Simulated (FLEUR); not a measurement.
# MnF2: a ladder in the k mesh, part 2 of 3

Two starts of MnF2 are run at each rung of the k mesh. Which rung is enough?

FLEUR MaX-R8.1; PBE with U = 4.9 eV, J = 0.9 eV on Mn d; all-electron FLAPW, Dirac cores, scalar-relativistic bands.

So far, largest spin moment in the muffin-tin sphere (μB): step 2 (rung 1 (mesh 2×2×2), start ferro ++) 4.74; step 3 (rung 1 (mesh 2×2×2), start antiferro +-) 4.72.

### 4. Rung 2 (mesh 2×2×4), start ferro ++

The k list default-1 (kpts.xml, not shown) is a Γ-centred 2×2×4 mesh.

inp.xml reads:

```
<?xml version="1.0" encoding="UTF-8" standalone="no"?>
<fleurInput fleurInputVersion="0.39">
   <comment>
      MnF2
   </comment>
   <calculationSetup>
      <cutoffs Kmax="4.29" Gmax="12.9" GmaxXC="12.9" numbands="0"/>
      <scfLoop itmax="130" minDistance="0.0001" maxIterBroyd="15" imix="Anderson" alpha="0.05" precondParam="0.0" spinf="2.0" sdNocoIR="T"/>
      <coreElectrons ctail="T" frcor="F" kcrel="0" coretail_lmax="0"/>
      <xcFunctional name="pbe" relativisticCorrections="F"/>
      <magnetism jspins="2"/>
      <soc l_soc="F" theta="0.0" phi="0.0" spav="F"/>
      <expertModes spex="0" secvar="F"/>
      <geometryOptimization l_f="F" forcealpha="1.0" forcemix="BFGS" epsdisp="0.00001" epsforce="0.00001"/>
      <ldaU l_linMix="F" mixParam="0.05" spinf="1.0"/>
   </calculationSetup>
   <cell>
      <bzIntegration valenceElectrons="58.0" mode="hist" fermiSmearingEnergy="0.00293995">
         <kPointListSelection listName="default-1"/>
         <xi:include xmlns:xi="http://www.w3.org/2001/XInclude" href="kpts.xml"> </xi:include>
      </bzIntegration>
      <xi:include xmlns:xi="http://www.w3.org/2001/XInclude" href="sym.xml"> </xi:include>
      <bulkLattice scale="1.0">
         <bravaisMatrix>
            <row-1>    9.2101471860754796     0.0000000000000000     0.0000000000000000</row-1>
            <row-2>    0.0000000000000000     9.2101471860754796     0.0000000000000000</row-2>
            <row-3>    0.0000000000000000     0.0000000000000000     6.2563162807132198</row-3>
         </bravaisMatrix>
      </bulkLattice>
   </cell>
   <atomSpecies>
      <species name="Manganese 4.501" element="Mn" atomicNumber="25">
         <mtSphere radius="2.48" gridPoints="819" logIncrement="0.015"/>
         <atomicCutoffs lmax="10" lnonsphr="8"/>
         <electronConfig flipSpins="F">
            <coreConfig>(1s1/2) (2s1/2) (2p1/2) (2p3/2)</coreConfig>
            <valenceConfig>(3s1/2) (3p1/2) (3p3/2) (4s1/2) (3d3/2) (3d5/2)</valenceConfig>
            <stateOccupation state="(3d3/2)" spinUp="1.7505" spinDown="0.2495"/>
            <stateOccupation state="(3d5/2)" spinUp="3.0" spinDown="0.0"/>
         </electronConfig>
         <energyParameters s="4" p="4" d="3" f="4"/>
         <ldaU l="2" U="4.9" J="0.9" l_amf="F"/>
         <lo type="SCLO" l="0" n="3" eDeriv="0"/>
         <lo type="SCLO" l="1" n="3" eDeriv="0"/>
      </species>
      <species name="Fluorine (F)" element="F" atomicNumber="9">
         <mtSphere radius="1.4" gridPoints="463" logIncrement="0.023"/>
         <atomicCutoffs lmax="6" lnonsphr="4"/>
         <electronConfig flipSpins="F">
            <coreConfig>(1s1/2)</coreConfig>
            <valenceConfig>(2s1/2) (2p1/2) (2p3/2)</valenceConfig>
            <stateOccupation state="(2p1/2)" spinUp="0.833333" spinDown="0.833333"/>
            <stateOccupation state="(2p3/2)" spinUp="1.666667" spinDown="1.666667"/>
         </electronConfig>
         <energyParameters s="2" p="2" d="3" f="4"/>
      </species>
   </atomSpecies>
   <atomGroups>
      <atomGroup species="Manganese 4.501">
         <relPos label="                   1">.0000000000 .0000000000 .0000000000</relPos>
         <relPos label="                   2">1.000/2.000 1.000/2.000 1.000/2.000</relPos>
         <force calculate="T" relaxXYZ="TTT"/>
      </atomGroup>
      <atomGroup species="Fluorine (F)">
         <relPos label="                   3">.3053000000 .3053000000 .0000000000</relPos>
         <relPos label="                   4">.1947000000 -.1947000000 1.000/2.000</relPos>
         <relPos label="                   5">-.3053000000 -.3053000000 .0000000000</relPos>
         <relPos label="                   6">-.1947000000 .1947000000 1.000/2.000</relPos>
         <force calculate="T" relaxXYZ="TTT"/>
      </atomGroup>
   </atomGroups>
   <output dos="F" band="F" slice="F">
      <bandDOS minEnergy="-.5*Htr" maxEnergy="0.5*Htr" sigma="0.015" storeEVData="T"/>
      <plotting iplot="0" polar="F">
         <plot TwoD="T" vec1="  1.0  0.0  0.0" vec2="  0.0  1.0  0.0" vec3="  0.0  0.0  1.0" zero="  0.0  0.0  0.0" file="plot"/>
      </plotting>
      <moessbauerParams electricFieldGradient="F" isomerShift="F" coreHyperfine="F" valenceHyperfine="F"/>
   </output>
</fleurInput>
```

crystal.txt reads:

```
MnF2
&input film=F cartesian=F /
4.87380000000  0.00000000000  0.00000000000
0.00000000000  4.87380000000  0.00000000000
0.00000000000  0.00000000000  3.31070000000
1.8897261246
1.0 1.0 1.0

6
25 0.00000000000  0.00000000000  0.00000000000 : 4.501
25 0.50000000000  0.50000000000  0.50000000000 : 4.501
9 0.30530000000  0.30530000000  0.00000000000
9 0.19470000000  0.80530000000  0.50000000000
9 0.69470000000  0.69470000000  0.00000000000
9 0.80530000000  0.19470000000  0.50000000000

&kpt div1=2 div2=2 div3=4 gamma=T /
```

Run with:

```
OMP_NUM_THREADS=1 inpgen -f crystal.txt > inpgen.log  # inp.xml is then edited as shown
OMP_NUM_THREADS=1 mpirun -n 2 fleur_MPI > fleur.log
```

The log of the run:

```text
[banner, memory and clock lines left out]
Welcome to FLEUR        (www.flapw.de)
      MaX-Release 8.1          (www.max-centre.eu)

 ========== k-point set info ==========
 Selected k-point list: default-1
 k-point list type: mesh
 0 x 0 x 0
 Number of k points: 10

 [... set-up left out ...]
 no density matrix found ... skipping LDA+U
 Reset of history
 Iteration:     1   Distance:      14.45504215 me/bohr^3
 Iteration:     2   Distance:      13.21418980 me/bohr^3
 Iteration:     3   Distance:      11.73901933 me/bohr^3
 Iteration:     4   Distance:       6.76890028 me/bohr^3
[...]
[... left out ...]
            <freeEnergy value="-2716.9327957819"/>
            <extrapolationTo0K value="-2716.9327957819"/>
         </totalEnergy>
         [... left out ...]
         <ldaUDensityMatrixConvergence>
            <distance spin="1" distance="0.000000"/>
            <distance spin="2" distance="0.000000"/>
         </ldaUDensityMatrixConvergence>
         <densityConvergence units="me/bohr^3">
            <chargeDensity spin="1" distance="0.0000336517"/>
            <chargeDensity spin="2" distance="0.0000458280"/>
            <overallChargeDensity distance="0.0000669699"/>
            <spinDensity distance="0.0000445007"/>
         </densityConvergence>
      </iteration>
```

Run time: 76 s. Hardware: 2 MPI ranks of Arm Neoverse N1, shared host; peak memory 0.18 GiB; 2.5 min of CPU time.

Read from the output:

* free energy: -73931.5077 eV
* program's band gap on this mesh (in a metal only a level spacing): 2.571 eV
* magnetization: 10 μB
* final state: ferromagnetic
* largest moment: 4.741 μB

The largest moment is that of rung 1, at 1.5 times its CPU time.

### 5. Rung 2 (mesh 2×2×4), start antiferro +-

inp.xml, as its differences from that of step 4:

```diff
@@ -45,2 +45,16 @@
       </species>
+      <species name="Manganese -4.501" element="Mn" atomicNumber="25">
+         <mtSphere radius="2.48" gridPoints="819" logIncrement="0.015"/>
+         <atomicCutoffs lmax="10" lnonsphr="8"/>
+         <electronConfig flipSpins="F">
+            <coreConfig>(1s1/2) (2s1/2) (2p1/2) (2p3/2)</coreConfig>
+            <valenceConfig>(3s1/2) (3p1/2) (3p3/2) (4s1/2) (3d3/2) (3d5/2)</valenceConfig>
+            <stateOccupation state="(3d3/2)" spinUp="0.2495" spinDown="1.7505"/>
+            <stateOccupation state="(3d5/2)" spinUp="0.0" spinDown="3.0"/>
+         </electronConfig>
+         <energyParameters s="4" p="4" d="3" f="4"/>
+         <ldaU l="2" U="4.9" J="0.9" l_amf="F"/>
+         <lo type="SCLO" l="0" n="3" eDeriv="0"/>
+         <lo type="SCLO" l="1" n="3" eDeriv="0"/>
+      </species>
       <species name="Fluorine (F)" element="F" atomicNumber="9">
@@ -60,2 +74,5 @@
          <relPos label="                   1">.0000000000 .0000000000 .0000000000</relPos>
+         <force calculate="T" relaxXYZ="TTT"/>
+      </atomGroup>
+      <atomGroup species="Manganese -4.501">
          <relPos label="                   2">1.000/2.000 1.000/2.000 1.000/2.000</relPos>
@@ -65,4 +82,7 @@
          <relPos label="                   3">.3053000000 .3053000000 .0000000000</relPos>
+         <relPos label="                   5">-.3053000000 -.3053000000 .0000000000</relPos>
+         <force calculate="T" relaxXYZ="TTT"/>
+      </atomGroup>
+      <atomGroup species="Fluorine (F)">
          <relPos label="                   4">.1947000000 -.1947000000 1.000/2.000</relPos>
-         <relPos label="                   5">-.3053000000 -.3053000000 .0000000000</relPos>
          <relPos label="                   6">-.1947000000 .1947000000 1.000/2.000</relPos>
```

crystal.txt, as its differences from that of step 4:

```diff
@@ -10,3 +10,3 @@
 25 0.00000000000  0.00000000000  0.00000000000 : 4.501
-25 0.50000000000  0.50000000000  0.50000000000 : 4.501
+25 0.50000000000  0.50000000000  0.50000000000 : -4.501
 9 0.30530000000  0.30530000000  0.00000000000
```

The log of the run:

```text
[banner, memory and clock lines left out]
Welcome to FLEUR        (www.flapw.de)
      MaX-Release 8.1          (www.max-centre.eu)

 ========== k-point set info ==========
 Selected k-point list: default-1
 k-point list type: mesh
 0 x 0 x 0
 Number of k points: 10

 [... set-up left out ...]
 no density matrix found ... skipping LDA+U
 Reset of history
 Iteration:     1   Distance:      14.33961558 me/bohr^3
 Iteration:     2   Distance:      13.19549861 me/bohr^3
 Iteration:     3   Distance:      11.72270877 me/bohr^3
 Iteration:     4   Distance:       6.76883519 me/bohr^3
[...]
[... left out ...]
            <freeEnergy value="-2716.9341994318"/>
            <extrapolationTo0K value="-2716.9341994318"/>
         </totalEnergy>
         [... left out ...]
         <ldaUDensityMatrixConvergence>
            <distance spin="1" distance="0.000001"/>
            <distance spin="2" distance="0.000002"/>
         </ldaUDensityMatrixConvergence>
         <densityConvergence units="me/bohr^3">
            <chargeDensity spin="1" distance="0.0000496614"/>
            <chargeDensity spin="2" distance="0.0000444564"/>
            <overallChargeDensity distance="0.0000657725"/>
            <spinDensity distance="0.0000675220"/>
         </densityConvergence>
      </iteration>
```

It took 98 s on 2 MPI ranks; peak memory 0.22 GiB.

This step gave:

```
free energy                                                       : -73931.5459 eV
program's band gap on this mesh (in a metal only a level spacing) : 3.686 eV
magnetization                                                     : 0 μB
final state                                                       : antiferromagnetic
largest moment                                                    : 4.719 μB
```

This start lies -19.1 meV a seeded atom from the first, a change of +0.6 meV since rung 1; its largest moment is 4.72 μB.

### 6. Rung 3 (mesh 4×4×4), start ferro ++

The k list default-1 (kpts.xml, not shown) is a Γ-centred 4×4×4 mesh.

inp.xml, as its differences from that of step 5:

```diff
@@ -45,16 +45,2 @@
       </species>
-      <species name="Manganese -4.501" element="Mn" atomicNumber="25">
-         <mtSphere radius="2.48" gridPoints="819" logIncrement="0.015"/>
-         <atomicCutoffs lmax="10" lnonsphr="8"/>
-         <electronConfig flipSpins="F">
-            <coreConfig>(1s1/2) (2s1/2) (2p1/2) (2p3/2)</coreConfig>
-            <valenceConfig>(3s1/2) (3p1/2) (3p3/2) (4s1/2) (3d3/2) (3d5/2)</valenceConfig>
-            <stateOccupation state="(3d3/2)" spinUp="0.2495" spinDown="1.7505"/>
-            <stateOccupation state="(3d5/2)" spinUp="0.0" spinDown="3.0"/>
-         </electronConfig>
-         <energyParameters s="4" p="4" d="3" f="4"/>
-         <ldaU l="2" U="4.9" J="0.9" l_amf="F"/>
-         <lo type="SCLO" l="0" n="3" eDeriv="0"/>
-         <lo type="SCLO" l="1" n="3" eDeriv="0"/>
-      </species>
       <species name="Fluorine (F)" element="F" atomicNumber="9">
@@ -74,5 +60,2 @@
          <relPos label="                   1">.0000000000 .0000000000 .0000000000</relPos>
-         <force calculate="T" relaxXYZ="TTT"/>
-      </atomGroup>
-      <atomGroup species="Manganese -4.501">
          <relPos label="                   2">1.000/2.000 1.000/2.000 1.000/2.000</relPos>
@@ -82,7 +65,4 @@
          <relPos label="                   3">.3053000000 .3053000000 .0000000000</relPos>
+         <relPos label="                   4">.1947000000 -.1947000000 1.000/2.000</relPos>
          <relPos label="                   5">-.3053000000 -.3053000000 .0000000000</relPos>
-         <force calculate="T" relaxXYZ="TTT"/>
-      </atomGroup>
-      <atomGroup species="Fluorine (F)">
-         <relPos label="                   4">.1947000000 -.1947000000 1.000/2.000</relPos>
          <relPos label="                   6">-.1947000000 .1947000000 1.000/2.000</relPos>
```

crystal.txt, as its differences from that of step 5:

```diff
@@ -10,3 +10,3 @@
 25 0.00000000000  0.00000000000  0.00000000000 : 4.501
-25 0.50000000000  0.50000000000  0.50000000000 : -4.501
+25 0.50000000000  0.50000000000  0.50000000000 : 4.501
 9 0.30530000000  0.30530000000  0.00000000000
@@ -16,2 +16,2 @@
 
-&kpt div1=2 div2=2 div3=4 gamma=T /
+&kpt div1=4 div2=4 div3=4 gamma=T /
```

The log of the run:

```text
[banner, memory and clock lines left out]
Welcome to FLEUR        (www.flapw.de)
      MaX-Release 8.1          (www.max-centre.eu)

 ========== k-point set info ==========
 Selected k-point list: default-1
 k-point list type: mesh
 4 x 4 x 4
 Number of k points: 18

 [... set-up left out ...]
 no density matrix found ... skipping LDA+U
 Reset of history
 Iteration:     1   Distance:      14.44832550 me/bohr^3
 Iteration:     2   Distance:      13.20928405 me/bohr^3
 Iteration:     3   Distance:      11.73472860 me/bohr^3
 Iteration:     4   Distance:       6.76824677 me/bohr^3
[...]
[... left out ...]
            <freeEnergy value="-2716.9328446637"/>
            <extrapolationTo0K value="-2716.9328446637"/>
         </totalEnergy>
         [... left out ...]
         <ldaUDensityMatrixConvergence>
            <distance spin="1" distance="0.000000"/>
            <distance spin="2" distance="0.000000"/>
         </ldaUDensityMatrixConvergence>
         <densityConvergence units="me/bohr^3">
            <chargeDensity spin="1" distance="0.0000337129"/>
            <chargeDensity spin="2" distance="0.0000459925"/>
            <overallChargeDensity distance="0.0000671931"/>
            <spinDensity distance="0.0000445961"/>
         </densityConvergence>
      </iteration>
```

Elapsed: 2 min, on 2 MPI ranks; peak memory 0.18 GiB.

Read from the output:

```
free energy                                                       : -73931.5090 eV
program's band gap on this mesh (in a metal only a level spacing) : 2.571 eV
magnetization                                                     : 10 μB
final state                                                       : ferromagnetic
largest moment                                                    : 4.741 μB
```

The largest moment is that of rung 2, at 1.6 times its CPU time.

### 7. Rung 3 (mesh 4×4×4), start antiferro +-

inp.xml, as its differences from that of step 6:

```diff
@@ -45,2 +45,16 @@
       </species>
+      <species name="Manganese -4.501" element="Mn" atomicNumber="25">
+         <mtSphere radius="2.48" gridPoints="819" logIncrement="0.015"/>
+         <atomicCutoffs lmax="10" lnonsphr="8"/>
+         <electronConfig flipSpins="F">
+            <coreConfig>(1s1/2) (2s1/2) (2p1/2) (2p3/2)</coreConfig>
+            <valenceConfig>(3s1/2) (3p1/2) (3p3/2) (4s1/2) (3d3/2) (3d5/2)</valenceConfig>
+            <stateOccupation state="(3d3/2)" spinUp="0.2495" spinDown="1.7505"/>
+            <stateOccupation state="(3d5/2)" spinUp="0.0" spinDown="3.0"/>
+         </electronConfig>
+         <energyParameters s="4" p="4" d="3" f="4"/>
+         <ldaU l="2" U="4.9" J="0.9" l_amf="F"/>
+         <lo type="SCLO" l="0" n="3" eDeriv="0"/>
+         <lo type="SCLO" l="1" n="3" eDeriv="0"/>
+      </species>
       <species name="Fluorine (F)" element="F" atomicNumber="9">
@@ -60,2 +74,5 @@
          <relPos label="                   1">.0000000000 .0000000000 .0000000000</relPos>
+         <force calculate="T" relaxXYZ="TTT"/>
+      </atomGroup>
+      <atomGroup species="Manganese -4.501">
          <relPos label="                   2">1.000/2.000 1.000/2.000 1.000/2.000</relPos>
@@ -65,4 +82,7 @@
          <relPos label="                   3">.3053000000 .3053000000 .0000000000</relPos>
+         <relPos label="                   5">-.3053000000 -.3053000000 .0000000000</relPos>
+         <force calculate="T" relaxXYZ="TTT"/>
+      </atomGroup>
+      <atomGroup species="Fluorine (F)">
          <relPos label="                   4">.1947000000 -.1947000000 1.000/2.000</relPos>
-         <relPos label="                   5">-.3053000000 -.3053000000 .0000000000</relPos>
          <relPos label="                   6">-.1947000000 .1947000000 1.000/2.000</relPos>
```

crystal.txt, as its differences from that of step 6:

```diff
@@ -10,3 +10,3 @@
 25 0.00000000000  0.00000000000  0.00000000000 : 4.501
-25 0.50000000000  0.50000000000  0.50000000000 : 4.501
+25 0.50000000000  0.50000000000  0.50000000000 : -4.501
 9 0.30530000000  0.30530000000  0.00000000000
```

The log of the run:

```text
[banner, memory and clock lines left out]
Welcome to FLEUR        (www.flapw.de)
      MaX-Release 8.1          (www.max-centre.eu)

 ========== k-point set info ==========
 Selected k-point list: default-1
 k-point list type: mesh
 0 x 0 x 0
 Number of k points: 22

 [... set-up left out ...]
 no density matrix found ... skipping LDA+U
 Reset of history
 Iteration:     1   Distance:      14.33020405 me/bohr^3
 Iteration:     2   Distance:      13.19009800 me/bohr^3
 Iteration:     3   Distance:      11.71795489 me/bohr^3
 Iteration:     4   Distance:       6.76844835 me/bohr^3
[...]
[... left out ...]
            <freeEnergy value="-2716.9342652832"/>
            <extrapolationTo0K value="-2716.9342652832"/>
         </totalEnergy>
         [... left out ...]
         <ldaUDensityMatrixConvergence>
            <distance spin="1" distance="0.000001"/>
            <distance spin="2" distance="0.000002"/>
         </ldaUDensityMatrixConvergence>
         <densityConvergence units="me/bohr^3">
            <chargeDensity spin="1" distance="0.0000497181"/>
            <chargeDensity spin="2" distance="0.0000444638"/>
            <overallChargeDensity distance="0.0000656330"/>
            <spinDensity distance="0.0000677507"/>
         </densityConvergence>
      </iteration>
```

Wall time 3 min (2 MPI ranks); peak memory 0.23 GiB; 6 min of CPU time.

Numbers from this step:

```
free energy                                                       : -73931.5477 eV
program's band gap on this mesh (in a metal only a level spacing) : 3.687 eV
magnetization                                                     : 0 μB
final state                                                       : antiferromagnetic
largest moment                                                    : 4.719 μB
```

This start lies -19.3 meV a seeded atom from the first, a change of -0.2 meV since rung 2; its largest moment is 4.72 μB.

(Part 2 of 3 ends here.)

[Logs and program files are shortened in this print: banners, set-up blocks, solver, clock and traceback lines can be left out without a mark of their own.]

[Logs are printed without paths, hosts, clocks, repeated set-up lines and the standing remarks that a program may print on its own settings, such as how far it seeks lower states.]

[Hosts, paths, dates, database ids (printed as entryN), source tags and the programs' standing remarks are cut or masked in the printed files.]

[Where a cell is said to come from a database of computed structures, the database is the Materials Project.]
